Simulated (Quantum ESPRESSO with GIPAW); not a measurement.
# LiH: from the crystal structure to its NMR spectrum

Wanted: NMR shieldings for each site of LiH.

Method: DFT, PBE, plane-wave PAW (pslibrary 1.0.0 recipes), scalar-relativistic, GIPAW; a patched development version of the program, in Quantum ESPRESSO with GIPAW 8.0dev (patched build).

## (1) Starting point

The structure is cubic, space group Fm-3m (No. 225). The conventional cell has a = 4.074 Å, b = 4.074 Å, c = 4.074 Å, α = 90.00°, β = 90.00°, γ = 90.00°. Li has 6 H at 2.04 Å nearest. Nearest to H lie 6 Li at 2.04 Å. Farther neighbours are not listed.

The cell is an entry of the Crystallography Open Database; it need not be the form that is stable at ambient conditions.

A relaxation of the atoms beforehand (Quantum ESPRESSO with GIPAW) moved none by more than 0.003 Å.

## (2) The SCF step

The shielding is a linear response of the occupied states, which this run provides. It is converged far beyond what an energy needs, since the response uses the wavefunctions themselves. No empty states are asked for: the response is solved without them. The mesh has a spacing of 0.30 Å⁻¹ at most. The PAW files were made with ld1.x from the pslibrary 1.0.0 recipes, with GIPAW reconstruction switched on.

File scf.in:

```
&control
  calculation = 'scf'
  prefix = 'x'
  outdir = './tmp/'
  pseudo_dir = './'
/
&system
  ibrav = 0
  nat = 2
  ntyp = 2
  ecutwfc = 55
  ecutrho = 330
  nbnd = 2
/
&electrons
  conv_thr = 1.0d-10
  mixing_beta = 0.7
  electron_maxstep = 100
/
ATOMIC_SPECIES
  Li 6.940 Li.pbe-sl-kjpaw_psl.1.0.0-gipaw.UPF
  H 1.008 H.pbe-kjpaw_psl.1.0.0-gipaw.UPF
CELL_PARAMETERS angstrom
  0.00000000 2.03675000 2.03675000
  2.03675000 0.00000000 2.03675000
  2.03675000 2.03675000 0.00000000
ATOMIC_POSITIONS crystal
  Li 0.00000000 0.00000000 0.00000000
  H 0.50000000 0.50000000 0.50000000
K_POINTS automatic
  9 9 9 0 0 0
```

Launch:

```sh
mpirun -np 4 pw.x -nk 4 -in scf.in > scf.out
```

Output:

```text
using ibrav=0 with symmetry is DISCOURAGED, use correct ibrav instead

     bravais-lattice index     =            0
     lattice parameter (alat)  =       5.4432  a.u.
     unit-cell volume          =     114.0354 (a.u.)^3
     number of atoms/cell      =            2
     number of atomic types    =            2
     number of electrons       =         4.00
     number of Kohn-Sham states=            2
     kinetic-energy cutoff     =      55.0000  Ry
     charge density cutoff     =     330.0000  Ry
     scf convergence threshold =      1.0E-10
     mixing beta               =       0.7000
     number of iterations used =            8  plain     mixing
     Exchange-correlation= SLA-PW-PBX-PBC
                           (   1   4   3   4   0   0   0)
[...]
Li                3.00     6.94000     Li( 1.00)
     H                 1.00     1.00800     H ( 1.00)

     48 Sym. Ops., with inversion, found
[...]
number of k points=    35
[...]
Dense  grid:    11575 G-vectors     FFT dimensions: (  32,  32,  32)

     Smooth grid:     6231 G-vectors     FFT dimensions: (  25,  25,  25)

     Initial potential from superposition of free atoms

     starting charge       3.9954, renormalised to       4.0000
     Starting wfcs are    6 randomized atomic wfcs

     Self-consistent Calculation

     iteration #  1     ecut=    55.00 Ry     beta= 0.70
     Davidson diagonalization with overlap
     ethr =  1.00E-02,  avg # of iterations =  1.7

     total energy              =     -16.25892372 Ry
     estimated scf accuracy    <       0.05952672 Ry

     iteration #  2     ecut=    55.00 Ry     beta= 0.70
     Davidson diagonalization with overlap
     ethr =  1.49E-03,  avg # of iterations =  2.3

     total energy              =     -16.26939716 Ry
     estimated scf accuracy    <       0.00013550 Ry

     iteration #  3     ecut=    55.00 Ry     beta= 0.70
     Davidson diagonalization with overlap
     ethr =  3.39E-06,  avg # of iterations =  8.3

     total energy              =     -16.27140508 Ry
     estimated scf accuracy    <       0.00019097 Ry

[...]
total energy              =     -16.27141795 Ry
[...]
iteration # 17     ecut=    55.00 Ry     beta= 0.70
     Davidson diagonalization with overlap
     ethr =  2.52E-12,  avg # of iterations =  2.5

     total energy              =     -16.27141795 Ry
     estimated scf accuracy    <          1.1E-10 Ry

     iteration # 18     ecut=    55.00 Ry     beta= 0.70
     Davidson diagonalization with overlap
     ethr =  2.52E-12,  avg # of iterations =  1.0

     End of self-consistent calculation
     [one-electron energies left out]

!    total energy              =     -16.27141795 Ry
     total all-electron energy =       -16.271421 Ry
     estimated scf accuracy    <          2.2E-11 Ry

     The total energy is the sum of the following terms:
     one-electron contribution =      -8.96935639 Ry
     hartree contribution      =       3.77518876 Ry
     xc contribution           =      -4.36064152 Ry
     ewald contribution        =      -6.80545381 Ry
     one-center paw contrib.   =       0.08884500 Ry

     convergence has been achieved in  18 iterations
[...]
JOB DONE.
```

Wall time 2.1 s (4 MPI ranks of Arm Neoverse V1, shared host); peak memory 0.2 GiB; 8.1 s of CPU time.

It converged in 18 cycles to an estimated accuracy of 2e-11 Ry, on 35 irreducible k-points.

## (3) GIPAW: job nmr

The job finds the current that a weak uniform field induces (applied as a long wave, q_gipaw) and the field that this current makes at each nucleus. On atoms with p or d valence electrons much of the paramagnetic part arises close to the nucleus, where the PAW partial waves rebuild the true states. pawproj makes the reconstruction use the PAW data sets' own projectors.

File nmr.in:

```
&inputgipaw
  job = 'nmr'
  prefix = 'x'
  tmp_dir = './tmp/'
  restart_mode = 'from_scratch'
  verbosity = 'low'
  q_gipaw = 0.01
  spline_ps = .true.
  conv_threshold = 1.0d-11
  use_nmr_macroscopic_shape = .false.
  pawproj(1) = .true.
  pawproj(2) = .true.
/
```

Launch:

```sh
mpirun -np 4 gipaw.x -in nmr.in > nmr.out
```

Output:

```text
[banner, memory and clock lines left out]
[a note of our patched build left out]

     Parallelizing q-star over 1 images

     IMPORTANT: XC functional enforced from input :
     Exchange-correlation= PBE
                           (   1   4   3   4   0   0   0)
     Any further DFT definition will be discarded
     Please, verify this is what you really want

[...]
projs nearly linearly dependent: l=0  n1,n2= 1, 2  s=  0.99968852
[...]
alpha_pv=     88.5194 eV

     spline_ps is .false., expect some extrapolation errors

     q-space interpolation up to    66.00 Rydberg

     GIPAW job: nmr
     NMR macroscopic correction: no
[...]
Computing the magnetic susceptibility     isolve=0    ethr=  0.1000E-10
     Starting from scratch
     k-point #    1 of    35      pool #  1    cpu time:       0.3
[...]
End of magnetic susceptibility calculation

     f-sum rule (1st term):
            -2.8561         -0.0000         -0.0000
            -0.0000         -2.8561         -0.0000
            -0.0000         -0.0000         -2.8561

     f-sum rule (2nd term):
             0.0225          0.0000         -0.0000
            -0.0000          0.0225         -0.0000
            -0.0000         -0.0000          0.0225

     f-sum rule (should be    -2.8326):
            -2.8336         -0.0000         -0.0000
            -0.0000         -2.8336         -0.0000
            -0.0000         -0.0000         -2.8336

[... susceptibilities left out ...]
     Contributions to the NMR chemical shifts: -------------------------------

     Macroscopic shape contribution in ppm:                    0.00
             0.0000          0.0000          0.0000
             0.0000          0.0000          0.0000
             0.0000          0.0000          0.0000

     Core contribution in ppm:

     Atom  1  Li  pos: (  0.000000  0.000000  0.000000)  core sigma:           0.00
     Atom  2  H   pos: (  0.707107  0.707107  0.707107)  core sigma:           0.00

     Bare contribution in ppm:

     Atom  1  Li  pos: (  0.000000  0.000000  0.000000)  bare sigma:          16.55
[...]
Atom  2  H   pos: (  0.707107  0.707107  0.707107)  bare sigma:          21.88
[...]
Diamagnetic contribution in ppm:

     Atom  1  Li  pos: (  0.000000  0.000000  0.000000)  dia sigma:          70.45
[...]
Atom  2  H   pos: (  0.707107  0.707107  0.707107)  dia sigma:           0.98
[...]
Paramagnetic contribution in ppm:

     Atom  1  Li  pos: (  0.000000  0.000000  0.000000)  para sigma:          -1.82
[...]
Atom  2  H   pos: (  0.707107  0.707107  0.707107)  para sigma:           0.00
[...]
Paramagnetic US occ-occ contribution in ppm:

     Atom  1  Li  pos: (  0.000000  0.000000  0.000000)  para_oo sigma:          -0.00
[...]
Atom  2  H   pos: (  0.707107  0.707107  0.707107)  para_oo sigma:           0.00
[...]
Paramagnetic US L_R Q_R contribution in ppm:

     Atom  1  Li  pos: (  0.000000  0.000000  0.000000)  para_lq sigma:          -0.16
[...]
Atom  2  H   pos: (  0.707107  0.707107  0.707107)  para_lq sigma:           0.00
[...]
Total NMR chemical shifts in ppm: ---------------------------------------
     (adopting the Simpson convention for anisotropy and asymmetry)-----------

     Atom  1  Li  pos: (  0.000000  0.000000  0.000000)  Total sigma:          85.02
            85.0220          0.0000          0.0000
             0.0000         85.0220         -0.0000
             0.0000          0.0000         85.0220

     Li      1    anisotropy:      0.00    eta:    0.0000
[...]
Atom  2  H   pos: (  0.707107  0.707107  0.707107)  Total sigma:          22.85
            22.8543         -0.0000         -0.0000
            -0.0000         22.8543         -0.0000
             0.0000          0.0000         22.8543

     H       2    anisotropy:     -0.00    eta:    0.0000
[...]
```

It took 8.5 s on 4 MPI ranks; peak memory 0.19 GiB; 34 s of CPU time.

The f-sum rule is met to 0.0010 of 2.8 (0.04 %). Converged shieldings require that this miss be small, but a small miss does not prove them.

From the symmetric part of each tensor, with principal values σ11 ≤ σ22 ≤ σ33: σ_iso is their mean, the span is σ33 − σ11 and the skew 3(σ_iso − σ22)/span. (gipaw.x prints an anisotropy in another convention.)

```csv
site,atom no.,atoms in cell,σ_iso (ppm),span (ppm),skew
Li,1,1,85.02,0.00,-
H,2,1,22.85,0.00,-
```

The macroscopic shape term is switched off. For a spherical sample the valence susceptibility of this run would add about 4 ppm to every site, a rough estimate, since the susceptibility converges slowly and lacks part of the PAW terms. Differences within the crystal don't depend on it, but shieldings of different compounds can't be compared to better than a few ppm without it.

Li and H sit on cubic site symmetry, where the tensor must be isotropic.

How the isotropic values are made up (ppm). The core part is that of the free atom's core; bare is the current of the smooth valence states; the last two are what the PAW spheres add to the diamagnetic and the paramagnetic current:

```csv
site,core,bare,"reconstruction, dia","reconstruction, para"
Li,0.0,16.6,70.5,-2.0
H,0.0,21.9,1.0,0.0
```

## (4) From shieldings to shifts

A shielding is counted from the bare nucleus and a shift from a reference compound, with the opposite sign. Here the reference is a mean over several measured solids, with the slope held at one.

Reference lines, from the same functional and files: 7Li: δ = (88.06 − σ), zero at aqueous Li+, fitted to 5 measured values, from Li2O, Li2S, LiBr, LiCl and LiF, with a scatter of 1.1 ppm r.m.s., with σ taken with the shape term of a sphere (3.8 ppm here). Kinds of site that fitted badly were split off after the misses were seen, so the scatter is that of the points kept.

Covalently bonded atoms count as neighbours within 1.18 times the sum of their radii. Otherwise a cation's neighbours lie within 1.2 times its shortest bond (1.3 for large cations, each anion's radius taken off where they differ), and an anion's are the cations that count it.

```csv
site,atom no.,atoms in cell,surroundings,bonds (Å),δ_iso (ppm)
Li,1,1,LiH6,2.037,-0.77
H,2,1,bound to Li6,2.037,-
```

## (5) Other settings and structures

Each row names what was changed: another mesh tests the sampling of the zone; another cutoff tests the basis; another functional shows how far the paramagnetic term hangs on the exchange-correlation form.

Changes of σ_iso (ppm) against the run above (PBE, cutoffs 55 and 330 Ry, mesh 9×9×9, 42 s). Times are CPU times of pw.x and gipaw.x together, on 4 MPI ranks of Arm Neoverse V1, shared host; on a shared host they are rough. A run is marked as doubtful where the f-sum miss passes 0.015 electrons, or that much for each three atoms in larger cells (with Tl, Pb, Hg, Bi or Sn a third of that, or a mesh spacing over 0.26 Å⁻¹), or where the susceptibility is unphysically large.

```csv
run,CPU time,f-sum miss,Li,H
mesh 12×12×12,75 s,1.0e-4,+0.00,-0.01
cutoffs 40 and 330 Ry (coarse on purpose),37 s,0.0016,+0.05,-0.09
mesh 6×6×6 (marked),22 s,0.018,-0.19,+0.15
Wu-Cohen,38 s,0.0014,-0.18,-0.44
```

The largest move is -0.44 ppm, on H, from Wu-Cohen.

## (6) A run with a fault

One more run, with a slip of the kind that is easily made.

nmr.in: that of step 3 with these lines changed.

```diff
@@ -6,3 +6,3 @@
   verbosity = 'low'
-  q_gipaw = 0.01
+  q_gipaw = 0.2
   spline_ps = .true.
```

Output:

```text
[banner, memory and clock lines left out]
[a note of our patched build left out]

     Parallelizing q-star over 1 images

     IMPORTANT: XC functional enforced from input :
     Exchange-correlation= PBE
                           (   1   4   3   4   0   0   0)
     Any further DFT definition will be discarded
     Please, verify this is what you really want

[...]
projs nearly linearly dependent: l=0  n1,n2= 1, 2  s=  0.99968852
[...]
alpha_pv=     88.5194 eV

     spline_ps is .false., expect some extrapolation errors

     q-space interpolation up to    66.00 Rydberg

     GIPAW job: nmr
     NMR macroscopic correction: no
[...]
Computing the magnetic susceptibility     isolve=0    ethr=  0.1000E-10
     Starting from scratch
     k-point #    1 of    35      pool #  1    cpu time:       0.3
     ATTENTION: ik=   1  ibnd=  2  eigenvalues differ too much!
        -4.8962     -4.5437
     ATTENTION: ik=   1  ibnd=  2  eigenvalues differ too much!
        -4.8962     -4.5437
[...]
Paramagnetic contribution in ppm:

     Atom  1  Li  pos: (  0.000000  0.000000  0.000000)  para sigma:          -1.80
[...]
Atom  2  H   pos: (  0.707107  0.707107  0.707107)  para sigma:           0.00
[...]
Paramagnetic US occ-occ contribution in ppm:

     Atom  1  Li  pos: (  0.000000  0.000000  0.000000)  para_oo sigma:          -0.00
[...]
Atom  2  H   pos: (  0.707107  0.707107  0.707107)  para_oo sigma:           0.00
[...]
Paramagnetic US L_R Q_R contribution in ppm:

     Atom  1  Li  pos: (  0.000000  0.000000  0.000000)  para_lq sigma:          -0.16
[...]
Atom  2  H   pos: (  0.707107  0.707107  0.707107)  para_lq sigma:           0.00
[...]
Total NMR chemical shifts in ppm: ---------------------------------------
     (adopting the Simpson convention for anisotropy and asymmetry)-----------

     Atom  1  Li  pos: (  0.000000  0.000000  0.000000)  Total sigma:          85.13
[...]
Li      1    anisotropy:     -0.00    eta:    0.0000
[...]
Atom  2  H   pos: (  0.707107  0.707107  0.707107)  Total sigma:          22.62
[...]
H       2    anisotropy:     -0.00    eta:    0.0000
[...]
```

It took 9.1 s on 4 MPI ranks; peak memory 0.19 GiB.

The run ends without an error, but the fault (a field wave vector far too long) moves σ_iso of H by -0.2 ppm (both without the shape term); the f-sum rule is missed by 7.0e-4 electrons. Here the result hardly suffers, which can't be known without the sound run. The field is then no longer uniform over the cell, and the limit q → 0 is not reached.

## (7) Results

```yaml
7li_shift: -0.77 ppm
1h_shielding_without_shape_term: 22.85 ppm
```

**Reading.** 7Li has one site (LiH6), with isotropic shift -0.77 ppm. Going to mesh 12×12×12 changes no isotropic shielding by more than 0.0081 ppm, so the main run is converged in that respect. A higher cutoff was not carried through on these files. The largest change with the functional is 0.4 ppm in absolute shielding; part of that drops out once each functional has its own reference line. Hydrogen's values are less sure: the bulk susceptibility matters on its narrow scale, and it is treated as a fixed classical nucleus at 0 K. This build of gipaw.x prints that it is not audited and that its numbers are no references by themselves. It also reports spline_ps as false although the input sets it; why was not traced. pw.x warned of eigenvalues not converged in some cycles of 1 ground-state run, which then met the threshold.

[Banner, clock, file and message-heading lines were taken out of the pw.x and gipaw.x logs.]

[Logs are printed without paths, hosts, clocks, repeated set-up lines and the standing remarks that a program may print on its own settings, such as how far it seeks lower states.]

[Hosts, paths, dates, database ids (printed as entryN), source tags and the programs' standing remarks are cut or masked in the printed files.]

[Where no reference line passes its bar on scatter, no shift is given, so a measured shift of this compound may stand uncompared.]
